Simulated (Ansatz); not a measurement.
# MgZrO3 (built on the sites of a database entry of BaZrO3): following an unstable mode

Aim: this structure of MgZrO3 (built on the sites of a database entry of BaZrO3) is to be tested for unstable modes, and one is followed downhill.

Calculated with Ansatz 0.2.0; DFT PBEsol, scalar-relativistic, plane waves, norm-conserving pseudopotentials.

This is a report of a sequence of runs, with most program output left out.

The structure was built from a prototype and need not be the compound's stable phase.

## Step 1: Set-up

Symmetry: Pm-3m, No. 221, cubic system. Conventional cell: a = 4.071 Å, b = 4.071 Å, c = 4.071 Å, α = 90.00°, β = 90.00°, γ = 90.00°. Nearest to Mg lie 12 O at 2.88 Å. Zr has 6 O at 2.04 Å nearest. O has 2 Zr at 2.04 Å nearest. Farther neighbours and most contacts between anions are not listed.

As a file:

```cif
data_structure
_symmetry_space_group_name_H-M 'P 1'
_symmetry_Int_Tables_number 1
_cell_length_a 4.0712
_cell_length_b 4.0712
_cell_length_c 4.0712
_cell_angle_alpha 90.000
_cell_angle_beta 90.000
_cell_angle_gamma 90.000
_cell_volume 67.48
loop_
_atom_site_label
_atom_site_type_symbol
_atom_site_fract_x
_atom_site_fract_y
_atom_site_fract_z
_atom_site_occupancy
Mg1 Mg 0.00000 0.00000 0.00000 1
Zr2 Zr 0.50000 0.50000 0.50000 1
O3 O 0.00000 0.50000 0.50000 1
O4 O 0.50000 0.00000 0.50000 1
O5 O 0.50000 0.50000 0.00000 1
```

## Step 2: Modes at Γ

The cell comes from relaxations at this level that are not shown. The zone centre is the only wavevector solved here; it holds the modes that light can see, as far as symmetry allows. The response to a homogeneous field gives the Born charges and the dielectric tensor, and its change with displacement the Raman tensors.

File input.yaml:

```yaml
crystal:
  lattice:
    - [4.071198049, 0.0, 0.0]
    - [0.0, 4.071198049, 0.0]
    - [0.0, 0.0, 4.071198049]
  atoms:
    - { symbol: Mg, position: [0.0, 0.0, 0.0] }
    - { symbol: Zr, position: [0.5, 0.5, 0.5] }
    - { symbol: O, position: [0.0, 0.5, 0.5] }
    - { symbol: O, position: [0.5, 0.0, 0.5] }
    - { symbol: O, position: [0.5, 0.5, 0.0] }
kpoints:
  mp_grid: { grid: [8, 8, 8] }
hamiltonian:
  xc: pbesol
  pseudopotentials: { kind: nc }
scf:
  occupations: { method: fixed }
output:
  eigenvalues: true
phonons:
  method: dfpt
  dielectric: true
  rigid_motions: translations
  raman: true
```

Launch:

```
ansatz run input.yaml --threads 4 --pin off --max-ram 7168MiB --backend cpu --events-out ev --progress --plain --runs-dir out
```

Elapsed: 4.9 min, on 4 threads of Arm Neoverse V2, shared host; peak memory 4 GiB; 19 min of CPU time.

This step gave:

- gap on the k-mesh: 0.7822 eV
- volume per atom: 13.50 Å³
- sum-rule residual before enforcement: 0.01217 eV/Å²
- miss of the charge sum rule: 0.001204 e
- estimated error of the dielectric tensor: 0.02043
- estimated error of the Born charges: 0.05159 e
- point group: m-3m
- highest optical mode at the zone centre (no LO-TO term): 641.1 cm⁻¹
- lowest optical zone-centre mode: -258.2 cm⁻¹
- mean high-frequency dielectric constant: 5.195
- largest Born charge (third of the trace): 5.837 e
- top of the zone-centre spectrum with the field: 819.4 cm⁻¹

Without the LO-TO term. Patterns of degenerate modes are one choice out of their space. The modes at Γ (shares of kinetic energy by element, %) (negative means imaginary):

| mode | frequency (cm⁻¹) | symmetry | Mg % | Zr % | O % |
| --- | --- | --- | --- | --- | --- |
| 1 | -258.2 | T1u | 57 | 0 | 43 |
| 2 | -258.2 | T1u | 57 | 0 | 43 |
| 3 | -258.2 | T1u | 57 | 0 | 43 |
| 4 | -217.8 | T2u | 0 | 0 | 100 |
| 5 | -217.8 | T2u | 0 | 0 | 100 |
| 6 | -217.8 | T2u | 0 | 0 | 100 |
| 7 | 0.0 | acoustic | 15 | 56 | 29 |
| 8 | 0.0 | acoustic | 15 | 56 | 29 |
| 9 | 0.0 | acoustic | 15 | 56 | 29 |
| 10 | 182.4 | T1u | 28 | 38 | 33 |
| 11 | 182.4 | T1u | 28 | 38 | 33 |
| 12 | 182.4 | T1u | 28 | 38 | 33 |
| 13 | 641.1 | T1u | 0 | 6 | 94 |
| 14 | 641.1 | T1u | 0 | 6 | 94 |
| 15 | 641.1 | T1u | 0 | 6 | 94 |

Displacements in mode 3 (-258.2 cm⁻¹), the largest set to 1:
```
Mg1  0.00  1.00  0.29
Zr2  0.00  0.03  0.01
O3   0.00 -0.75 -0.22
O4   0.00 -0.19 -0.22
O5   0.00 -0.75 -0.06
```

Displacements in mode 13 (641.1 cm⁻¹), the largest set to 1:
```
Mg1  0.00 -0.03 -0.01
Zr2  0.00 -0.11 -0.02
O3   0.00 -0.17 -0.04
O4   0.00  1.00 -0.04
O5   0.00 -0.17  0.21
```

Before it was imposed, the acoustic sum rule was missed by 0.012 eV/Å² and the charge sum rule by 0.0012 e. Small misses are needed for a sound result but don't prove that mesh and cutoff are converged. The lowest optical mode is imaginary, 258.2i cm⁻¹, so the energy falls along it.

The log warns of the k mesh: “the force constants stand on the 8×8×8 k-mesh, whose period is 13.34 times the interband length at k = (0.0000, 0.0000, 0.0000), direct gap 1.082 eV, under 14: take them and everything formed from them as unconverged”.

## Step 3: The mode frozen in, largest atomic shift 0 Å

The mode followed lies at Γ with frequency 258.2i cm⁻¹ and is 3-fold degenerate, the softest among the wavevectors solved. At small amplitude the distorted cell has space group no. 160 by a symmetry search on the positions. The undistorted cell that holds it gives the zero of energy on the same k mesh.

input.yaml: that of step 2 with these lines changed.

```diff
@@ -17,9 +17,6 @@
 scf:
-  occupations: { method: fixed }
+  occupations: { method: gaussian, width: 0.02 }
 output:
+  forces: true
+  stress: true
   eigenvalues: true
-phonons:
-  method: dfpt
-  dielectric: true
-  rigid_motions: translations
-  raman: true
```

Run time: 2.8 s. Hardware: 4 threads; peak memory 0.54 GiB; 11 s of CPU time.

This step gave:

```
pressure                         : 0.002716 GPa
energy from the undistorted cell : 0 meV/atom
```

At this level the gap is 0.78 eV on the k-mesh of the self-consistent run, which can miss the band edges.

## Step 4: The mode frozen in, largest atomic shift 0.6 Å

The atoms are moved along the unstable eigenvector, the largest shift by 0.6 Å, with the cell fixed.

input.yaml, the sections that differ from step 3:

```yaml
crystal:
  lattice:
    - [4.071198049, 0.0, 0.0]
    - [0.0, 4.071198049, 0.0]
    - [0.0, 0.0, 4.071198049]
  atoms:
    - { symbol: Mg, position: [-0.0850880152, 0.0850880152, 0.0850880152] }
    - { symbol: Zr, position: [0.4975093191, 0.5024906809, 0.5024906809] }
    - { symbol: O, position: [0.0163408175, 0.436438766, 0.436438766] }
    - { symbol: O, position: [0.563561234, -0.0163408175, 0.436438766] }
    - { symbol: O, position: [0.563561234, 0.436438766, -0.0163408175] }
# kpoints, hamiltonian, scf, output: as in step 3
```

Elapsed: 7.9 s, on 4 threads; peak memory 0.59 GiB.

This step gave:

```yaml
pressure: 1.223 GPa
gap_on_the_k_mesh: 1.446 eV
energy_from_the_undistorted_cell: -235.1 meV/atom
```

The energy, extrapolated to zero smearing, is -235.14 meV/atom against the undistorted cell.

The run ends at a pressure of 1.22 GPa, with forces up to 0.99 eV/Å.

## Step 5: Energy along the mode, all amplitudes (two of the runs are shown above)

An imaginary frequency means negative curvature, so the energy should fall and then rise again as anharmonic terms take over.

Numbers from this step:

```
depth at the lowest point sampled  : 235.1 meV/atom
largest atomic shift at that point : 0.6 Å
```

Energy from the parent against largest atomic shift:

```csv
largest atomic shift (Å),energy from the parent (meV/atom)
0.000,0
0.040,-1.68
0.080,-6.68
0.140,-20.2
0.220,-48.5
0.320,-97.2
0.450,-171
0.600,-235
```

Displacement at unit largest shift by atom:

| atom | x (Å) | y (Å) | z (Å) | size |
| --- | --- | --- | --- | --- |
| Mg1 | -0.577 | 0.577 | 0.577 | 0.999 |
| Zr2 | -0.017 | 0.017 | 0.017 | 0.029 |
| O3 | 0.111 | -0.431 | -0.431 | 0.620 |
| O4 | 0.431 | -0.111 | -0.431 | 0.620 |
| O5 | 0.431 | -0.431 | -0.111 | 0.620 |

The lowest of the steps tried is the last one, at 0.6 Å, 235 meV/atom below the parent; the bottom of the well need not coincide with a step.

## Step 6: Relaxing from the distorted cell

Starting from the lowest point found, all atoms and the cell are let go, so that strain and other modes of the same symmetry can join in.

input.yaml: that of step 4 with these lines changed.

```diff
@@ -17,3 +17,3 @@
 scf:
-  occupations: { method: gaussian, width: 0.02 }
+  occupations: { method: fixed }
 output:
@@ -22 +22,6 @@
   eigenvalues: true
+relax:
+  adjacent_minimum: "off"
+  f_tol: 0.002
+  max_steps: 120
+  cell: { stress_tol: 0.03 }
```

The job ended after 1.7 min (4 threads; peak memory 0.71 GiB; 6.9 min of CPU time).

Step by step:

| step | energy less that of the first step (eV) | largest force component (eV/Å) | pressure (GPa) | volume (Å³) |
| --- | --- | --- | --- | --- |
| 1 | 0.0000 | 0.5737 | 1.22 | 67.48 |
| 2 | -0.1428 | 0.2247 | -0.99 | 70.38 |
| 3 | -0.1601 | 0.1844 | -0.07 | 70.20 |
| 4 | -0.1659 | 0.1098 | 0.17 | 70.23 |
| 5 | -0.1678 | 0.0151 | -0.17 | 70.55 |
| 6 | -0.1679 | 0.0243 | 0.22 | 70.41 |
| 7 | -0.1679 | 0.0005 | 0.00 | 70.50 |
| 8* | -0.1708 | 0.0006 | 0.11 | 70.50 |
| 9 | -0.1709 | 0.0022 | 0.01 | 70.58 |
| 10 | -0.1709 | 0.0004 | 0.00 | 70.59 |
| 11* | -0.1709 | 0.0004 | 0.00 | 70.59 |

Relaxation steps marked * repeat the geometry before them on a plane-wave basis chosen anew for their cell, so energy and pressure can jump there. Relaxation step 6 was tried and not accepted.

The run keeps the 6 symmetry operations that it works with, so distortions that break them were not tested.

| conventional cell, symmetrised | before | after | change |
| --- | --- | --- | --- |
| a (Å) | 5.758 | 5.729 | -0.5 % |
| b (Å) | 5.758 | 5.729 | -0.5 % |
| c (Å) | 7.052 | 7.451 | +5.7 % |
| volume (Å³/atom) | 13.50 | 14.12 | +4.6 % |

The atoms that moved most (Å, as changes of fractional coordinates times the final cell):

```csv
atom,dx,dy,dz,length
Mg1,-0.106,0.106,0.106,0.184
Zr2,0.046,-0.046,-0.046,0.079
O3,0.053,-0.004,-0.004,0.053
O4,0.004,-0.053,-0.004,0.053
O5,0.004,-0.004,-0.053,0.053
```

The relaxed structure:

```xyz
5
Lattice="4.1344 -0.0838 -0.0838 -0.0838 4.1344 0.0838 -0.0838 0.0838 4.1344" Properties=species:S:1:pos:R:3 pbc="T T T"
Mg   -0.4723    0.4723    0.4723
Zr    2.0184    2.0323    2.0323
O     0.0472    1.8357    1.8357
O     2.2987   -0.1310    1.7520
O     2.2987    1.7520   -0.1310
```

This step gave:

- pressure: -0.003617 GPa
- gap on the k-mesh: 1.915 eV
- volume per atom: 14.12 Å³

The distorted start has space group R3m; the relaxation ends in R3m.

## Step 7: The new phase in its own primitive cell

The relaxed structure is symmetrised, reduced to its primitive cell and relaxed tightly, as its phonons need.

File input.yaml:

```yaml
crystal:
  lattice:
    - [2.8642683027, 1.6536860756, 2.4837406249]
    - [-2.8642683027, 1.6536860756, 2.4837406249]
    - [0.0, -3.3073721512, 2.4837406249]
  atoms:
    - { symbol: Mg, position: [0.890222205, 0.890222205, 0.890222205] }
    - { symbol: Zr, position: [0.5081118588, 0.5081118588, 0.5081118588] }
    - { symbol: O, position: [0.5642352188, 0.5642352188, 0.029080088] }
    - { symbol: O, position: [0.029080088, 0.5642352188, 0.5642352188] }
    - { symbol: O, position: [0.5642352188, 0.029080088, 0.5642352188] }
kpoints:
  mp_grid: { grid: [6, 6, 6] }
hamiltonian:
  xc: pbesol
  pseudopotentials: { kind: nc }
scf:
  occupations: { method: fixed }
output:
  forces: true
  stress: true
  eigenvalues: true
relax:
  adjacent_minimum: "off"
  f_tol: 0.001
  max_steps: 60
  cell: { stress_tol: 0.01 }
```

Wall time 11 s (4 threads); peak memory 0.56 GiB.

Little changed from the start: no atom moved by 0.005 Å and no cell edge by 0.1 %.

This step gave:

```
pressure           : -0.003575 GPa
gap on the k-mesh  : 1.914 eV
direct gap on mesh : 2.684 eV
```

The largest force component left is 0.54 meV/Å and the pressure is -0.004 GPa, within the tolerances set. The cell now holds 14.12 Å³/atom.

## Step 8: Modes of the new phase, k-mesh 6×6×6

A relaxed structure may still be a saddle point, so its zone-centre modes are computed. The response to a homogeneous field gives the Born charges and the dielectric tensor, and its change with displacement the Raman tensors.

input.yaml: that of step 7 with these lines changed.

```diff
@@ -19,9 +19,7 @@
 output:
-  forces: true
-  stress: true
   eigenvalues: true
-relax:
-  adjacent_minimum: "off"
-  f_tol: 0.001
-  max_steps: 60
-  cell: { stress_tol: 0.01 }
+phonons:
+  method: dfpt
+  dielectric: true
+  rigid_motions: translations
+  raman: true
```

The job ended after 7.2 min (4 threads; peak memory 3.1 GiB; 28 min of CPU time).

Numbers from this step:

| Property | Result |
| --- | --- |
| sum-rule residual before enforcement | 0.007564 eV/Å² |
| miss of the charge sum rule | 0.001914 e |
| estimated error of the dielectric tensor | 0.01046 |
| estimated error of the Born charges | 0.01790 e |
| point group | 3m |
| highest optical mode at the zone centre (no LO-TO term) | 671.4 cm⁻¹ |
| lowest optical zone-centre mode | -93.26 cm⁻¹ |
| mean high-frequency dielectric constant | 4.103 |
| largest Born charge (third of the trace) | 5.272 e |
| top of the zone-centre spectrum with the field | 780.5 cm⁻¹ |

Without the LO-TO term. Patterns of degenerate modes are one choice out of their space. Modes at Γ, with each element's share of the kinetic energy (negative means imaginary):

| mode | frequency (cm⁻¹) | symmetry | Mg % | Zr % | O % |
| --- | --- | --- | --- | --- | --- |
| 1 | -93.3 | A2 | 0 | 0 | 100 |
| 2 | 0.0 | acoustic | 15 | 56 | 29 |
| 3 | 0.0 | acoustic | 15 | 56 | 29 |
| 4 | 0.0 | acoustic | 15 | 56 | 29 |
| 5 | 138.9 | E | 47 | 1 | 52 |
| 6 | 138.9 | E | 47 | 1 | 52 |
| 7 | 256.8 | E | 13 | 38 | 50 |
| 8 | 256.8 | E | 13 | 38 | 50 |
| 9 | 290.1 | A1 | 36 | 39 | 24 |
| 10 | 398.0 | A1 | 47 | 3 | 50 |
| 11 | 399.4 | E | 24 | 0 | 76 |
| 12 | 399.4 | E | 24 | 0 | 76 |
| 13 | 557.1 | E | 1 | 5 | 94 |
| 14 | 557.1 | E | 1 | 5 | 94 |
| 15 | 671.4 | A1 | 2 | 2 | 96 |

Displacements in mode 1 (-93.3 cm⁻¹), the largest set to 1:
```
Mg1  0.00  0.00  0.00
Zr2  0.00  0.00  0.00
O3   1.00  0.00  0.00
O4  -0.50  0.87  0.00
O5  -0.50 -0.87  0.00
```

Displacements in mode 15 (671.4 cm⁻¹), the largest set to 1:
```
Mg1  0.00  0.00 -0.18
Zr2  0.00  0.00  0.11
O3   0.00  1.00 -0.12
O4  -0.87 -0.50 -0.12
O5   0.87 -0.50 -0.12
```

Optical modes at the zone centre, without and with the macroscopic field of the longitudinal modes; each column is sorted by frequency, so a row need not hold one and the same mode. Modes with and without the field, by row:

```csv
rank among optical modes,no field (cm⁻¹),"q along (1, 0, 0) (cm⁻¹)","q along (0, 0, 1) (cm⁻¹)"
1,-93.3,-93.3,-93.3
2,138.9,138.9,138.9
3,138.9,184.3,138.9
4,256.8,256.8,256.8
5,256.8,290.1,256.8
6,290.1,320.8,302.2
7,398,398,399.4
8,399.4,399.4,399.4
9,399.4,413,551.8
10,557.1,557.1,557.1
11,557.1,671.4,557.1
12,671.4,780.5,776.5
```

Born charge (rows field, columns displacement) (e), principal values of the symmetric part by kind of site:

| atom | atoms with these values | low | middle | high | mean |
| --- | --- | --- | --- | --- | --- |
| Mg1 | 1 | 1.97 | 2.30 | 2.30 | 2.19 |
| Zr2 | 1 | 5.02 | 5.40 | 5.40 | 5.27 |
| O3 | 3 | -4.44 | -1.56 | -1.47 | -2.49 |

In full for O3:

```
-1.47  0.00  0.00
 0.00 -3.67  1.35
 0.00  1.20 -2.33
```

High-frequency dielectric tensor:

```
4.19 0.00 0.00
0.00 4.19 0.00
0.00 0.00 3.93
```

Transverse modes; imaginary modes are left out. Infrared lines, with heights relative to the strongest:

```
position (cm⁻¹)  relative intensity
            139                  26
            257                  28
            290                 6.3
            398                  42
            399                 8.0
            557                 100
            671                  16
```

Activity x (w_L - w)^4 (n + 1)/w, 532 nm, 300 K; imaginary modes are left out; modes without the macroscopic field alone. Raman lines, with heights relative to the strongest:

```csv
position (cm⁻¹),relative intensity
139,75
257,17
290,13
398,100
399,8.2
557,8.3
671,30
```

Before it was imposed, the acoustic sum rule was missed by 0.0076 eV/Å² and the charge sum rule by 0.0019 e. Small misses are needed for a sound result but don't prove that mesh and cutoff are converged. The lowest optical mode is imaginary, 93.3i cm⁻¹, so the energy falls along it.

## Step 9: Summary of results

```json
{"unstable mode of the parent": "q = (0, 0, 0), 258i cm⁻¹", "depth at the lowest point sampled": "235 meV/atom", "largest atomic shift at that point": "0.6 Å", "space group reached (within 0.01 Å)": "R3m", "energy gained over the parent (first relaxation, on the mesh of the frozen mode)": "269 meV/atom", "volume per atom, phase reached": "14.1 Å³", "gap on the k-mesh, phase reached": "1.91 eV", "lowest optical zone-centre mode, phase reached": "-93.3 cm⁻¹", "highest optical mode at the zone centre (no LO-TO term), phase reached": "671 cm⁻¹"}
```

In words: Along this mode the structure falls into R3m, 269 meV/atom below the parent. At the parent's cell the well is 235.1 meV/atom deep on the steps tried, with its lowest point at a shift of 0.6 Å. That is the last step tried, so the steps alone don't bracket the bottom of the well. Relaxing atoms and cell changes the gain by +34.18 meV/atom against the lowest step (energies at zero smearing). The new phase still has an imaginary mode at the zone centre of its cell, so it is a saddle point on the way to a lower structure. Of the 5 patterns followed to their end from this parent, this one ends 85.2 meV/atom above the lowest, R32. Each path keeps the symmetry of its pattern, so a lower phase may lie along a pattern not tried. With the field response the log warns that the k mesh is coarse for the force constants too, so the frequencies may not be converged. The starting cell was built on a prototype and not taken from a measurement, so the phase need not exist.

[Logs are printed without paths, hosts, clocks, repeated set-up lines and the standing remarks that a program may print on its own settings, such as how far it seeks lower states.]

[Hosts, paths, dates, database ids (printed as entryN), source tags and the programs' standing remarks are cut or masked in the printed files.]
